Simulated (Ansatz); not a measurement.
# BaMn3, from a guessed structure to a relaxed one, part 2 of 2

Starting from a made-up structure for BaMn3, the aim is the relaxed cell, its shortest contacts and, where a second run follows, its electronic structure.

Ansatz 0.2.0; DFT, PBEsol, plane-wave PAW, files of the set soft_1, scalar-relativistic, ferromagnetic start, cell and ions relaxed at zero pressure; PAW set soft_1 (the session's first sound run).

So far: Set-up; Relaxation of the guess. The relaxed cell has a = 4.214 Å (conventional setting).

### 3. Bands of the relaxed cell

With the geometry fixed, one more self-consistent run, with a narrower smearing and the mesh shown in its input, gives the bands, and its pressure, and its forces where symmetry allows any, show how far the geometry depends on these settings.

This step: DFT, PBEsol, plane-wave PAW, files of the set soft_1, scalar-relativistic, ferromagnetic start, bands and density of states at the relaxed cell; PAW set soft_1 (Ansatz 0.2.0).

input.yaml reads:

```yaml
crystal:
  lattice:
    - [4.2144023382, 0.0, 0.0]
    - [0.0, 4.2144023382, 0.0]
    - [0.0, 0.0, 4.2144023382]
  atoms:
    - { symbol: Ba, position: [0.0, 0.0, 0.0] }
    - { symbol: Mn, position: [0.5, 0.5, 0.0], spin: 3.5 }
    - { symbol: Mn, position: [0.5, 0.0, 0.5], spin: 3.5 }
    - { symbol: Mn, position: [0.0, 0.5, 0.5], spin: 3.5 }
magnetization:
  spin_polarized: true
kpoints:
  mp_grid: { grid: [8, 8, 8] }
  band_path:
    path:
      - [[0.0, 0.0, 0.0], [0.0, 0.5, 0.0], [0.5, 0.5, 0.0], [0.0, 0.0, 0.0], [0.5, 0.5, 0.5], [0.0, 0.5, 0.0]]
      - [[0.5, 0.5, 0.0], [0.5, 0.5, 0.5]]
    npoints: 13
scf:
  occupations: { method: fermi_dirac, width: 0.03 }
  n_extra_bands: 14
hamiltonian:
  xc: pbesol
  pseudopotentials: { kind: paw, azcp: { folder: soft_1 }, xc_functional: pbe }
output:
  forces: true
  stress: true
  write_bands: true
  dos: { projected: true }
  write_density: true
  write_potential: true
  elf: true
  volumetric_format: npy
```

On the command line:

```bash
> ansatz run input.yaml --threads 4 --pin off --max-ram 8192MiB --backend cpu --events-out ev --progress --plain --runs-dir out
```

Numbers of over 12 decimals in the logs are rounded to 6 here.

What it wrote:

```text
[...]
Crystal: 4 atoms, lattice volume = 74.853 Å³
Basis set: ecut = 420 eV, 1419 PW (Γ), exchange–correlation on 60×60×60 points (8 copies of the dense FFT grid, shifted against one another)
Bands: 42, of which v1, the nominal top of the filled ones, is band 28 counted from 1 (27 counted from 0)
Symmetry: 48 space group operations
[...]
k-points: 35 of 512
[...]
Starting moments: Σ|m| = 10.5 μB on 3 of 4 sites
[...]
SCF iter   1: F=—  HF=-17465.334270 eV  |F-HF|=—  |Δ(HF+E_count)|=         —  Δρ=4.68e-2 (↑4.68e-2 ↓3.63e-2)  dr2=5.97e0  dr2_m=8.30e-2  M=10.056 μB ∫|m|=10.228 μB  β_m=0.30  ethr=3.10e-3  ⟨swp⟩=8.9  Hψ=13781  notcnv=0
[...]
SCF iter  11: F=-17464.630140 eV  HF=-17464.630140 eV  |F-HF|=1.84e-9  |Δ(HF+E_count)|=   5.76e-9  Δρ=9.40e-7 (↑9.40e-7 ↓9.14e-7)  dr2=2.83e-9  dr2_m=1.09e-11  M=10.262 μB ∫|m|=10.602 μB  ethr=8.51e-11  ⟨swp⟩=11.7  Hψ=17575  notcnv=0
SCF 1 converged in 11 iterations: F = -17464.630140 eV  dr2 = 2.83e-9
[...]
NSCF: frozen V_eff on 80 k-points
SCF converged after 11 iterations
Magnetization: 10.2625 μB (32.6312 up, 22.3688 down)
Absolute magnetization: 10.6034 μB (∫|ρ↑−ρ↓|, with the PAW one-centre terms)
[...]
Per-site moments (μB) at R_I (Å): [(-0.021896, 1.229263), (3.419473, 1.229263), (3.419473, 1.229263), (3.419473, 1.229263)]
Free energy (F): -17464.630140 eV
[...]
Internal energy: -17464.620554 eV  (E = F + TS)
E sigma→0 (E₀):  -17464.625347 eV
Entropy (-TS):   -0.009586 eV (-2.397 meV/atom)
Fermi energy:    13.442818 eV
[...]
--- Stress (GPa, compression-positive) ---
       -0.491244       0.000000       0.000000
        0.000000      -0.491244       0.000000
        0.000000       0.000000      -0.491244
  P = ⅓ Tr σ = -0.4912 GPa (-4.912 kbar)
--- Band table (eV; the first three rows and the last of 70) ---
  k-point 0 ↑: bands = [... 24 lower, 11.5428, 11.5428, 12.2535, 12.2535, 12.5574, 12.9320, 12.9320, 12.9320, ... 10 higher]
  k-point 1 ↑: bands = [... 24 lower, 11.5831, 11.5831, 12.2099, 12.2518, 12.5013, 12.7732, 12.7732, 12.9321, ... 10 higher]
  k-point 2 ↑: bands = [... 24 lower, 11.6915, 11.6915, 12.0987, 12.2096, 12.3683, 12.3848, 12.3848, 12.9325, ... 10 higher]
  k-point 34 ↓: bands = [... 24 lower, 14.6841, 14.6841, 14.6841, 14.7592, 14.7592, 15.8904, 15.8904, 15.8904, ... 10 higher]
```

Wall time 4.5 s (4 threads of Intel Xeon 6975P-C (Granite Rapids), shared host); peak memory 0.64 GiB; 16 s of CPU time.

In the SCF lines HF is the Harris–Foulkes energy and dr2 the Hartree energy of the density residual, in eV; the loop may stop once dr2 is under the threshold and the program's other checks hold. Hψ counts applications of the Hamiltonian.

This step gave:

* free energy: -17464.6301 eV
* energy at zero smearing: -17464.6253 eV
* smearing term TS: 0.009586 eV
* Fermi energy: 13.44 eV
* magnetization: 10.26 μB
* absolute magnetization: 10.60 μB
* site moments: -0.02190, 3.419, 3.419, 3.419 μB
* pressure: -0.4912 GPa

From bands.tsv, the bands that come nearest the Fermi level along the path, at its corners, in eV from the Fermi level:

```tsv
point	band_32_up	band_18_dn	band_19_dn	band_20_dn	band_21_dn	band_22_dn	band_23_dn	band_24_dn
Γ	2.56	-2.49	-0.98	-0.98	-0.98	-0.66	1.08	1.08
X	-0.51	-1.51	-0.25	-0.25	-0.21	-0.14	0.14	0.64
M	-0.77	-0.53	-0.53	-0.29	-0.07	-0.07	0.53	0.53
Γ	2.56	-2.49	-0.98	-0.98	-0.98	-0.66	1.08	1.08
R	1.37	-2.69	-0.38	-0.03	0.64	0.64	0.64	1.24
X	-0.51	-1.51	-0.25	-0.25	-0.21	-0.14	0.14	0.64
M	-0.77	-0.53	-0.53	-0.29	-0.07	-0.07	0.53	0.53
R	1.37	-2.69	-0.38	-0.03	0.64	0.64	0.64	1.24
```

Site moment by atom:

```csv
atom,site moment (μB)
Ba1,-0.02
Mn2,3.42
Mn3,3.42
Mn4,3.42
```

Spin density in the ac plane at fractional y = 0.000, with atoms of Ba and Mn within 0.2 Å of it.

Ten even steps from '0' (0.0 e/Å³) to '9' (6.3 e/Å³), each cell a mean:
```
00000000000000
00000000000000
00000000000000
00000000000000
00000001000000
00000135200000
00000269510000
00000146300000
00000012100000
00000000000000
00000000000000
00000000000000
00000000000000
00000000000000
```
Columns run along a (4.2 Å), rows up along c (4.2 Å). Atoms in or near the plane, at fractional coordinates: Ba at (0.00, 0.00), Mn at (0.50, 0.50).

Electrostatic potential energy in the ac plane at fractional y = 0.000, with atoms of Ba and Mn within 0.2 Å of it. With pseudopotentials it is smooth inside the atoms' cores, unlike the true potential.

Ten even steps from '_' (-58 eV) to '@' (16 eV), each cell a mean:
```
__..--##%%@@@@@@@@@@%%++::..
::--++##@@@@@@@@@@@@%%##==::
++**##%%@@@@@@@@@@@@@@%%##++
%%%%@@@@@@%%%%%%%%@@@@@@%%%%
@@@@@@@@%%**====++##@@@@@@@@
@@@@@@@@##--____..++%%@@@@@@
@@@@@@@@##::______==%%@@@@@@
@@@@@@@@##--______==%%@@@@@@
@@@@@@@@%%++--::--**%%@@@@@@
%%@@@@@@@@%%######%%@@@@@@%%
**##%%@@@@@@@@@@@@@@@@%%####
--==**%%@@@@@@@@@@@@@@##++--
__..==##@@@@@@@@@@@@%%**--..
____--**%%@@@@@@@@@@%%++::__
```
Columns run along a (4.2 Å; values clipped at the 3rd and 97th percentile), rows up along c (4.2 Å). Atoms in or near the plane, at fractional coordinates: Ba at (0.00, 0.00), Mn at (0.50, 0.50).

Valence density in the ac plane at fractional y = 0.000, with atoms of Ba and Mn within 0.2 Å of it. It is the smooth field of the valence electrons, not physical close to the nuclei.

Values in e/Å³, 14 rows by 14 columns, each cell a mean:
```
 1  1  1  1  0  0  0  0  0  0  0  1  1  1
 1  1  1  1  0  0  0  0  0  0  0  1  1  1
 1  1  1  0  0  0  0  0  0  0  0  0  1  1
 1  0  0  0  0  0  0  1  0  0  0  0  0  0
 0  0  0  0  0  1  2  3  2  1  0  0  0  0
 0  0  0  0  1  3 10 14  8  2  0  0  0  0
 0  0  0  0  1  6 19 26 14  3  1  0  0  0
 0  0  0  0  1  4 13 19 10  2  0  0  0  0
 0  0  0  0  0  2  4  6  3  1  0  0  0  0
 0  0  0  0  0  0  1  1  1  0  0  0  0  0
 1  1  0  0  0  0  0  0  0  0  0  0  1  1
 1  1  1  0  0  0  0  0  0  0  0  1  1  1
 1  1  1  1  0  0  0  0  0  0  0  1  1  1
 1  1  1  1  0  0  0  0  0  0  1  1  1  1
```
Columns run along a (4.2 Å), rows up along c (4.2 Å). Atoms in or near the plane, at fractional coordinates: Ba at (0.00, 0.00), Mn at (0.50, 0.50).

### 4. What came out

- space group, relaxed: Pm-3m
- conventional cell: a = 4.214, b = 4.214, c = 4.214 Å; α = 90.0°, β = 90.0°, γ = 90.0°
- volume per atom: 18.71 Å³ (guess 22.09)
- total moment: 10.44 μB in the cell of 4 atoms

BaMn3 relaxes to Pm-3m with a = 4.214, b = 4.214 and c = 4.214 Å. The guessed volume was 18 % too large. The space group Pm-3m was held in the relaxation, so the end point is a stationary structure within it and may be a saddle against distortions or other arrangements. The input starts from parallel moments, and no other start was typed. Bands cross the Fermi level, so it is a metal or semimetal at this level. On the 8×8×8 mesh with the narrower smearing (relaxed on 6×6×6) the forces vanish, as symmetry may demand, and the largest stress component is 0.491 GPa, against the relaxation's thresholds of 0.015 eV/Å and 0.05 GPa. The cutoff wasn't tested. Spin-orbit coupling is left out, which can matter for elements this heavy. No dispersion term is used, so weakly bound directions may come out too long. Nothing here tests whether the compound is stable against decomposition.

[Logs are printed without paths, hosts, clocks, repeated set-up lines and the standing remarks that a program may print on its own settings, such as how far it seeks lower states.]

[Hosts, paths, dates, database ids (printed as entryN), source tags and the programs' standing remarks are cut or masked in the printed files.]
